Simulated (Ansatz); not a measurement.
# LiZrBr3 (built on the sites of a database entry of CsSnBr3): following an unstable mode, part 2 of 2

Wanted: the energy along a soft mode of LiZrBr3 (built on the sites of a database entry of CsSnBr3) and the structure at the end.

Ansatz 0.2.0; DFT PBEsol, scalar-relativistic, plane waves, norm-conserving pseudopotentials.

So far, highest frequency on the path or at a solved wavevector (cm⁻¹): step 2 (phonons on a q mesh) 254. Also lowest frequency on the path (cm⁻¹): step 2 -154.

The structure was built from a prototype and need not be the compound's stable phase.

### Step 5. Energy along the mode, all amplitudes (two of the runs are shown above)

An imaginary frequency means negative curvature, so the energy should fall and then rise again as anharmonic terms take over.

This step gave:

| Quantity | Value |
| --- | --- |
| depth at the lowest point sampled | 22.16 meV/atom |
| largest atomic shift at that point | 0.6 Å |

Table of energy from the parent by largest atomic shift:

```
largest atomic shift (Å)  energy from the parent (meV/atom)
                   0.000                                  0
                   0.040                               -0.1
                   0.080                               -0.4
                   0.140                              -1.23
                   0.220                              -3.02
                   0.320                              -6.39
                   0.450                              -12.6
                   0.600                              -22.2
```

Displacement at unit largest shift by atom:

```
atom  x (Å)   y (Å)   z (Å)   size
 Li1  0.000   0.707   0.707  1.000
 Zr2  0.000  -0.005  -0.005  0.007
 Br3  0.000  -0.007  -0.024  0.025
 Br4  0.000  -0.024  -0.007  0.025
 Br5  0.000  -0.024  -0.024  0.034
```

The lowest of the steps tried is the last one, at 0.6 Å, 22.2 meV/atom below the parent; the bottom of the well need not coincide with a step.

### Step 6. Relaxation from the frozen mode

Starting from the lowest point found, all atoms and the cell are let go, so that strain and other modes of the same symmetry can join in.

File input.yaml:

```yaml
crystal:
  lattice:
    - [5.2880942881, 0.0, 0.0]
    - [0.0, 5.2880942881, 0.0]
    - [0.0, 0.0, 5.2880942881]
  atoms:
    - { symbol: Li, position: [0.0, 0.0802300499, 0.0802300499] }
    - { symbol: Zr, position: [0.5, 0.4993991988, 0.4993991988] }
    - { symbol: Br, position: [0.5, -0.0007671586, 0.4972423707] }
    - { symbol: Br, position: [0.5, 0.4972423707, -0.0007671586] }
    - { symbol: Br, position: [0.0, 0.4972423707, 0.4972423707] }
kpoints:
  mp_grid: { grid: [8, 8, 8] }
hamiltonian:
  xc: pbesol
  pseudopotentials: { kind: nc }
scf:
  occupations: { method: methfessel_paxton, width: 0.2 }
output:
  forces: true
  stress: true
  eigenvalues: true
relax:
  adjacent_minimum: "off"
  f_tol: 0.002
  max_steps: 120
  cell: { stress_tol: 0.03 }
```

Command:

```sh
> ansatz run input.yaml --threads 4 --pin off --max-ram 14336MiB --backend cpu --events-out ev --progress --plain --runs-dir out
```

Numbers of over 12 decimals in the logs are rounded to 6 here.

Log:

```text
[...]
Crystal: 5 atoms, lattice volume = 147.876 Å³
Basis set: ecut = 1006.821291 eV, 10827 PW (Γ), exchange–correlation on 120×120×120 points (8 copies of the dense FFT grid, shifted against one another)
Bands: 23, of which v1, the nominal top of the filled ones, is band 18 counted from 1 (17 counted from 0)
Symmetry: 4 space group operations
[...]
k-points: 105 of 512 (time reversal used)
[...]
SCF iter   1: F=—  HF=-2862.770842 eV  |F-HF|=—  |Δ(HF+E_count)|=         —  Δρ=6.39e-2  dr2=1.64e1  ethr=3.10e-3  ⟨swp⟩=6.2  Hψ=11876  notcnv=0
[...]
SCF iter  11: F=-2858.932815 eV  HF=-2858.932815 eV  |F-HF|=1.05e-8  |Δ(HF+E_count)|=   7.49e-8  S|Δr|=    0.00e0  Δρ=2.23e-6  dr2=2.60e-8  ethr=2.78e-10  ⟨swp⟩=13.1  Hψ=16231  notcnv=0
SCF 1 converged in 11 iterations: F = -2858.932815 eV  dr2 = 2.60e-8
relax step   1: F+E_penalty+E_count = -2858.93281488 eV  Δ(F+E_penalty+E_count) = +0.000e0 eV  max|allowed force component| = 2.460e-1 eV/Å  Δτ_max = 0.0000 Å  P = +0.073 GPa  Ω = 147.876 Å³  (11 SCF iters, dr2 threshold 1.00e-7 eV, accepted)
Crystal: 5 atoms, lattice volume = 149.492 Å³
Basis set: ecut = 1006.821291 eV, 10859 PW (Γ), exchange–correlation on 120×120×120 points (8 copies of the dense FFT grid, shifted against one another)
Bands: 28, of which v1, the nominal top of the filled ones, is band 18 counted from 1 (17 counted from 0)
[...]
SCF iter   6: F=-2859.026889 eV  HF=-2859.026889 eV  |F-HF|=4.68e-8  |Δ(HF+E_count)|=   1.79e-7  S|Δr|=    0.00e0  Δρ=5.65e-6  dr2=7.01e-8  ethr=1.39e-9  ⟨swp⟩=9.3  Hψ=15782  notcnv=0
SCF 2 converged in 6 iterations: F = -2859.026889 eV  dr2 = 7.01e-8
relax step   2: F+E_penalty+E_count = -2859.02688865 eV  Δ(F+E_penalty+E_count) = -9.407e-2 eV  max|allowed force component| = 3.090e-1 eV/Å  Δτ_max = 0.1949 Å  P = -0.272 GPa  Ω = 149.492 Å³  energy of the carried Pulay correction = -4.932e-5 eV  (6 SCF iters, dr2 threshold 5.00e-7 eV, accepted)
Crystal: 5 atoms, lattice volume = 149.752 Å³
Basis set: ecut = 1006.821291 eV, 10883 PW (Γ), exchange–correlation on 120×120×120 points (8 copies of the dense FFT grid, shifted against one another)
[...]
SCF iter   6: F=-2859.138277 eV  HF=-2859.138277 eV  |F-HF|=1.85e-8  |Δ(HF+E_count)|=   1.48e-7  S|Δr|=    0.00e0  Δρ=4.42e-6  dr2=7.84e-8  ethr=1.39e-9  ⟨swp⟩=8.5  Hψ=15626  notcnv=0
SCF 3 converged in 6 iterations: F = -2859.138277 eV  dr2 = 7.84e-8
relax step   3: F+E_penalty+E_count = -2859.13827663 eV  Δ(F+E_penalty+E_count) = -1.114e-1 eV  max|allowed force component| = 2.843e-1 eV/Å  Δτ_max = 0.1974 Å  P = -0.103 GPa  Ω = 149.752 Å³  energy of the carried Pulay correction = -5.718e-5 eV  (6 SCF iters, dr2 threshold 5.00e-7 eV, accepted)
[...]
relax step   4: F+E_penalty+E_count = -2859.20972263 eV  Δ(F+E_penalty+E_count) = -7.145e-2 eV  max|allowed force component| = 1.362e-1 eV/Å  Δτ_max = 0.1950 Å  P = +0.218 GPa  Ω = 150.038 Å³  energy of the carried Pulay correction = -6.584e-5 eV  (6 SCF iters, dr2 threshold 5.00e-7 eV, accepted)
[...]
relax step   5: F+E_penalty+E_count = -2859.25285078 eV  Δ(F+E_penalty+E_count) = -4.313e-2 eV  max|allowed force component| = 6.431e-2 eV/Å  Δτ_max = 0.1966 Å  P = +0.087 GPa  Ω = 150.875 Å³  energy of the carried Pulay correction = -9.107e-5 eV  (6 SCF iters, dr2 threshold 5.00e-7 eV, accepted)
[...]
relax step   6: F+E_penalty+E_count = -2859.25626175 eV  Δ(F+E_penalty+E_count) = -3.411e-3 eV  max|allowed force component| = 5.071e-2 eV/Å  Δτ_max = 0.0231 Å  P = -0.008 GPa  Ω = 150.732 Å³  energy of the carried Pulay correction = -8.679e-5 eV  (4 SCF iters, dr2 threshold 5.00e-7 eV, accepted)
[...]
relax step   7: F+E_penalty+E_count = -2859.25799939 eV  Δ(F+E_penalty+E_count) = -1.738e-3 eV  max|allowed force component| = 1.424e-2 eV/Å  Δτ_max = 0.0208 Å  P = -0.029 GPa  Ω = 151.007 Å³  energy of the carried Pulay correction = -9.504e-5 eV  (5 SCF iters, dr2 threshold 1.61e-7 eV, accepted)
[...]
relax step   8: F+E_penalty+E_count = -2859.25914989 eV  Δ(F+E_penalty+E_count) = -1.150e-3 eV  max|allowed force component| = 4.163e-3 eV/Å  Δτ_max = 0.0107 Å  P = +0.008 GPa  Ω = 150.830 Å³  energy of the carried Pulay correction = -8.974e-5 eV  (5 SCF iters, dr2 threshold 7.50e-8 eV, accepted)
[...]
relax step   9: F+E_penalty+E_count = -2859.25917118 eV  Δ(F+E_penalty+E_count) = -2.129e-5 eV  max|allowed force component| = 7.398e-4 eV/Å  Δτ_max = 0.0024 Å  P = -0.004 GPa  Ω = 150.874 Å³  energy of the carried Pulay correction = -9.105e-5 eV  (5 SCF iters, dr2 threshold 1.08e-9 eV, accepted)
[...]
SCF iter   4: F=-2859.259388 eV  HF=-2859.259388 eV  |F-HF|=7.73e-12  |Δ(HF+E_count)|=  4.09e-12  S|Δr|=    0.00e0  Δρ=6.48e-8  dr2=8.80e-12  ethr=1.00e-12  ⟨swp⟩=7.0  Hψ=13516  notcnv=0
SCF 10 converged in 4 iterations: F = -2859.259388 eV  dr2 = 8.80e-12
relax step  10: F+E_penalty+E_count = -2859.25938796 eV  Δ(F+E_penalty+E_count) = -2.168e-4 eV  max|allowed force component| = 7.404e-4 eV/Å  Δτ_max = 0.0000 Å  P = -0.001 GPa  Ω = 150.874 Å³  stress off target by 7.44e-3 GPa  SCF on the basis re-selected at this cell (its energy is not comparable with the rows above)  (4 SCF iters)
basis re-selected at this cell: Δ(F+E_penalty+E_count) = -2.168e-4 eV, ΔP = +0.003 GPa vs the last step (what re-selecting the basis moved, of the pressure what is left beyond the Pulay correction that the steps carried, after the strain that the cell walked since its last selection, with what the two solves' SCF thresholds leave and, on support functions, any second-order correction that the steps lacked; it is no m [...]
SCF converged after 4 iterations
[...]
Free energy (F): -2859.259388 eV
[...]
Internal energy: -2859.270396 eV  (E = F + TS)
E sigma→0 (E₀):  -2859.262140 eV
Entropy (-TS):   0.011008 eV (2.202 meV/atom)
Fermi energy:    6.115197 eV
Step filling:    the computed levels leave a gap of 0.0440 eV = 0.2 smearing widths at the electron count; against every level under it full and every level over it empty, smearing changes F+E_penalty+E_count by +4.810 meV and its σ→0 estimate by +2.058 meV
[...]
--- Forces (eV/Å), atoms counted from 1 ---
  atom   1  Li     0.00000000     0.00005609     0.00005609
  atom   2  Zr     0.00000000     0.00012686     0.00012686
  atom   3  Br    -0.00000000     0.00074045    -0.00048316
  atom   4  Br    -0.00000000    -0.00048316     0.00074045
  atom   5  Br    -0.00000000    -0.00044008    -0.00044008
  max |Σ_I F_I| component: 1.51e-7 eV/Å
--- Stress (GPa, compression-positive) ---
       -0.002504       0.000000       0.000000
        0.000000       0.000036       0.007407
        0.000000       0.007407       0.000036
  P = ⅓ Tr σ = -0.0008 GPa (-0.008 kbar)
--- Band table (eV; the first three rows and the last of 105) ---
  k-point 0: bands = [... 14 lower, 1.5974, 1.6137, 1.9708, 4.9754, 5.1884, 5.2769, 6.3011, 6.7914, ... 6 higher]
  k-point 1: bands = [... 14 lower, 1.5077, 1.5952, 1.8214, 5.0281, 5.3488, 5.4557, 6.4558, 6.7932, ... 6 higher]
  k-point 2: bands = [... 14 lower, 1.4212, 1.5970, 1.6032, 5.0712, 5.8248, 5.9199, 6.7830, 6.8187, ... 6 higher]
  k-point 104: bands = [... 14 lower, 1.8680, 2.1653, 2.3851, 7.2576, 7.3953, 7.4030, 7.4166, 8.5358, ... 6 higher]
--- Relaxed structure (9 steps of the walk, 9 accepted, 1 SCFs on fresh bases) ---
  F+E_penalty+E_count = -2859.25938796 eV   max|allowed force component| = 7.404e-4 eV/Å   (the final SCF, on the basis selected at the relaxed cell)
  cell:  # Å, volume = 150.8738 Å³
    - [5.268351, 0, 0]
    - [0, 5.353482, 0.148317]
    - [0, 0.148317, 5.353482]
  atoms:
    - { symbol: Li, position: [0, 0.184164, 0.184164] }
    - { symbol: Zr, position: [0.500000, 0.470494, 0.470494] }
    - { symbol: Br, position: [0.500000, -0.029321, 0.451522] }
    - { symbol: Br, position: [0.500000, 0.451522, -0.029321] }
    - { symbol: Br, position: [0, 0.496488, 0.496488] }
```

Elapsed: 6 min, on 4 threads of Arm Neoverse V1, shared host; peak memory 1.6 GiB; 24 min of CPU time.

The steps of the relaxation:

```
step  energy less that of the first step (eV)  largest force component (eV/Å)  pressure (GPa)  volume (Å³)
   1                                   0.0000                          0.2460            0.07       147.88
   2                                  -0.0941                          0.3090           -0.27       149.49
   3                                  -0.2055                          0.2843           -0.10       149.75
   4                                  -0.2769                          0.1362            0.22       150.04
   5                                  -0.3200                          0.0643            0.09       150.87
   6                                  -0.3234                          0.0507           -0.01       150.73
   7                                  -0.3252                          0.0142           -0.03       151.01
   8                                  -0.3263                          0.0042            0.01       150.83
   9                                  -0.3264                          0.0007            0.00       150.87
 10*                                  -0.3266                          0.0007            0.00       150.87
```

Relaxation steps marked * repeat the geometry before them on a plane-wave basis chosen anew for their cell, so energy and pressure can jump there.

The run keeps the 4 symmetry operations that it works with, so distortions that break them were not tested.

```
conventional cell, symmetrised  before  after  change
                         a (Å)   5.288  5.268  -0.4 %
                         b (Å)   7.478  7.361  -1.6 %
                         c (Å)   7.478  7.781  +4.0 %
              volume (Å³/atom)   29.58  30.17  +2.0 %
```

The atoms that moved most (Å, as changes of fractional coordinates times the final cell):

```
atom     dx      dy      dz  length
 Li1  0.000   0.572   0.572   0.809
 Br3  0.000  -0.160  -0.249   0.296
 Br4  0.000  -0.249  -0.160   0.296
 Zr2  0.000  -0.159  -0.159   0.225
 Br5  0.000  -0.004  -0.004   0.006
```

This step gave:

- pressure: -8.10e-4 GPa
- volume per atom: 30.17 Å³

The distorted start has space group Amm2; the relaxation ends in Amm2.

### Step 7. The new phase in its own primitive cell

The relaxed structure is symmetrised, reduced to its primitive cell and relaxed tightly, as its phonons need.

input.yaml, the sections that differ from step 6:

```yaml
crystal:
  lattice:
    - [5.2683510542, 0.0, 0.0]
    - [0.0, 3.6806068714, 3.8903594425]
    - [0.0, -3.6806068714, 3.8903594425]
  atoms:
    - { symbol: Li, position: [0.0, 0.1841641719, 0.1841641719] }
    - { symbol: Zr, position: [0.5, 0.4704941295, 0.4704941295] }
    - { symbol: Br, position: [0.5, 0.9706789572, 0.4515218367] }
    - { symbol: Br, position: [0.5, 0.4515218367, 0.9706789572] }
    - { symbol: Br, position: [0.0, 0.4964877361, 0.4964877361] }
relax:
  adjacent_minimum: "off"
  f_tol: 0.001
  max_steps: 60
  cell: { stress_tol: 0.01 }
# kpoints, hamiltonian, scf, output: as in step 6
```

Log:

```text
[...]
Crystal: 5 atoms, lattice volume = 150.874 Å³
Basis set: ecut = 1006.821291 eV, 10953 PW (Γ), exchange–correlation on 120×120×120 points (8 copies of the dense FFT grid, shifted against one another)
Bands: 23, of which v1, the nominal top of the filled ones, is band 18 counted from 1 (17 counted from 0)
Symmetry: 4 space group operations
[...]
cell:  # Å, volume = 150.8738 Å³
    - [5.2683510542, 0.0, 0.0]
    - [0.0, 3.6806068714, 3.8903594425]
    - [0.0, -3.6806068714, 3.8903594425]
  atoms:
    - { symbol: Li, position: [0.0, 0.184164, 0.184164] }
    - { symbol: Zr, position: [0.5, 0.470494, 0.470494] }
    - { symbol: Br, position: [0.5, 0.970679, 0.451522] }
    - { symbol: Br, position: [0.5, 0.451522, 0.970679] }
    - { symbol: Br, position: [0.0, 0.4964877361, 0.4964877361] }
[key lines of the parts left out:]
SCF converged after 6 iterations
Free energy (F): -2859.259388 eV
Fermi energy:    6.115195 eV
P = ⅓ Tr σ = -0.0008 GPa (-0.008 kbar)
```

Elapsed: 75 s, on 4 threads; peak memory 1.3 GiB.

Little changed from the start: no atom moved by 0.005 Å and no cell edge by 0.1 %.

This step gave:

| Quantity | Value |
| --- | --- |
| pressure | -8.12e-4 GPa |

The largest force component left is 0.86 meV/Å and the pressure is -0.001 GPa, within the tolerances set. The cell now holds 30.17 Å³/atom.

### Step 8. Modes of the new phase

A relaxed structure may still be a saddle point, so its zone-centre modes are computed. No field response is asked, since the mesh shows no gap.

Edit input.yaml of step 7 so:

```diff
@@ -19,9 +19,4 @@
 output:
-  forces: true
-  stress: true
   eigenvalues: true
-relax:
-  adjacent_minimum: "off"
-  f_tol: 0.001
-  max_steps: 60
-  cell: { stress_tol: 0.01 }
+phonons:
+  method: dfpt
```

Log:

```text
zone centre: on kpoints.mp_grid the ground state, and the responses unless they are solved on pairs of k-points, stand on 170 of the mesh's 512 k-points, reduced under 2 symmetry operations, with k and −k counted as one. Each operation leaves every solved displacement unchanged or reverses it
[...]
Crystal: 5 atoms, lattice volume = 150.874 Å³
Basis set: ecut = 1006.821291 eV, 10953 PW (Γ), exchange–correlation on 120×120×120 points (8 copies of the dense FFT grid, shifted against one another)
Bands: 23, of which v1, the nominal top of the filled ones, is band 18 counted from 1 (17 counted from 0)
Symmetry: 4 space group operations
k-points: 170 of 512 (irreducible under 2 space group operations, time reversal used)
[...]
SCF iter   1: F=—  HF=-2863.034702 eV  |F-HF|=—  |Δ(HF+E_count)|=         —  Δρ=6.34e-2  dr2=1.64e1  ethr=3.10e-3  ⟨swp⟩=6.2  Hψ=19422  notcnv=0
[...]
SCF iter  11: F=-2859.259388 eV  HF=-2859.259388 eV  |F-HF|=1.82e-12  |Δ(HF+E_count)|=  8.64e-12  S|Δr|=    0.00e0  Δρ=2.22e-8  dr2=5.35e-13  ethr=1.00e-12  ⟨swp⟩=14.1  Hψ=30718  notcnv=0
SCF 1 converged in 11 iterations: F = -2859.259388 eV  dr2 = 5.35e-13
DFPT response loops at Γ: preconditioner auto → none (partly filled bands, converged f_vac=0.164); β = 0.50; Broyden in place of MSR1
SCF converged after 11 iterations
[...]
Free energy (F): -2859.259388 eV
[...]
Internal energy: -2859.270396 eV  (E = F + TS)
E sigma→0 (E₀):  -2859.262140 eV
Entropy (-TS):   0.011008 eV (2.202 meV/atom)
Fermi energy:    6.115195 eV
[...]
--- Band table (eV; the first three rows and the last of 170) ---
  k-point 0: bands = [... 14 lower, 1.5974, 1.6137, 1.9708, 4.9754, 5.1884, 5.2768, 6.3011, 6.7914, ... 6 higher]
  k-point 1: bands = [... 14 lower, 1.5077, 1.5952, 1.8214, 5.0281, 5.3488, 5.4557, 6.4558, 6.7932, ... 6 higher]
  k-point 2: bands = [... 14 lower, 1.4212, 1.5970, 1.6032, 5.0712, 5.8248, 5.9199, 6.7830, 6.8187, ... 6 higher]
  k-point 169: bands = [... 14 lower, 1.8680, 2.1653, 2.3851, 7.2576, 7.3953, 7.4030, 7.4166, 8.5358, ... 6 higher]
--- Phonons (Γ-DFPT): 12 representative perturbations + reference, on 170 of 512 k-points (Σ response iterations 46) ---
  k mesh reduced under 2 symmetry operations, with k and −k counted as one. Each operation leaves every solved displacement unchanged or reverses it
  ASR residual: 7.143e-6 → 0.000e0 eV/Å²; symmetrization residual: 9.381e-6 eV/Å²
  ASR residual per site (eV/Å²): 2.33e-6 6.62e-6 7.14e-6 7.14e-6 3.94e-6
[...]
non-analytic LO–TO correction: not included (Born effective charges unavailable; polar crystals: no LO–TO splitting at Γ)
```

The job ended after 12 min (4 threads; peak memory 6.4 GiB).

Numbers from this step:

| Item | Value |
| --- | --- |
| sum-rule residual before enforcement | 7.14e-6 eV/Å² |
| point group | mm2 |
| highest optical mode at the zone centre (no LO-TO term) | 333.5 cm⁻¹ |
| lowest optical zone-centre mode | -152.8 cm⁻¹ |

Patterns of degenerate modes are one choice out of their space. Modes at Γ, with each element's share of the kinetic energy (negative means imaginary):

```
mode  frequency (cm⁻¹)  symmetry  Li %  Zr %  Br %
   1            -152.8        B1    96     0     4
   2             -84.1        B2    96     0     4
   3               0.0  acoustic     2    27    71
   4               0.0  acoustic     2    27    71
   5               0.0  acoustic     2    27    71
   6              44.4        A2     0     0   100
   7              47.9        B2     1     0    99
   8              72.8        A1     4     0    96
   9              86.3        B2     1    29    69
  10              92.3        B1     2    27    71
  11             102.0        A1     2    29    70
  12             234.1        B2     0    44    56
  13             238.3        A1     0    44    56
  14             264.1        B1     0    46    54
  15             333.5        A1    93     0     7
```

Displacements in mode 1 (-152.8 cm⁻¹), the largest set to 1:
```
Li1  1.00  0.00  0.00
Zr2  0.00  0.00  0.00
Br3 -0.04  0.00  0.00
Br4 -0.04  0.00  0.00
Br5 -0.01  0.00  0.00
```

Displacements in mode 7 (47.9 cm⁻¹), the largest set to 1:
```
Li1  0.00  0.38  0.00
Zr2  0.00  0.02  0.00
Br3  0.00 -0.53  0.55
Br4  0.00 -0.53 -0.55
Br5  0.00  1.00  0.00
```

Before it was imposed, the acoustic sum rule was missed by 7.1e-6 eV/Å². Small misses are needed for a sound result but don't prove that mesh and cutoff are converged. The lowest optical mode is imaginary, 152.8i cm⁻¹, so the energy falls along it.

### Step 9. Outcome

```json
{
  "unstable mode of the parent": "q = (0, 0, 0), 154i cm⁻¹",
  "depth at the lowest point sampled": "22.2 meV/atom",
  "largest atomic shift at that point": "0.6 Å",
  "space group reached (within 0.01 Å)": "Amm2",
  "energy gained over the parent (first relaxation, on the mesh of the frozen mode)": "87.8 meV/atom",
  "volume per atom, phase reached": "30.2 Å³",
  "lowest optical zone-centre mode, phase reached": "-153 cm⁻¹",
  "highest optical mode at the zone centre (no LO-TO term), phase reached": "334 cm⁻¹"
}
```

In words: Along this mode the structure falls into Amm2, 87.8 meV/atom below the parent. At the parent's cell the well is 22.16 meV/atom deep on the steps tried, with its lowest point at a shift of 0.6 Å. That is the last step tried, so the steps alone don't bracket the bottom of the well. Relaxing atoms and cell changes the gain by +65.63 meV/atom against the lowest step (energies at zero smearing). Most of the total comes from this relaxation. The new phase still has an imaginary mode at the zone centre of its cell, so it is a saddle point on the way to a lower structure. Of the 4 patterns followed to their end from this parent, this one ends 26.4 meV/atom above the lowest, R3m. Each path keeps the symmetry of its pattern, so a lower phase may lie along a pattern not tried. With no gap, or one that is small against the smearing, the frequencies hang on the k mesh and the smearing, most of all near Kohn anomalies. The starting cell was built on a prototype and not taken from a measurement, so the phase need not exist.

[Logs are printed without paths, hosts, clocks, repeated set-up lines and the standing remarks that a program may print on its own settings, such as how far it seeks lower states.]

[Hosts, paths, dates, database ids (printed as entryN), source tags and the programs' standing remarks are cut or masked in the printed files.]
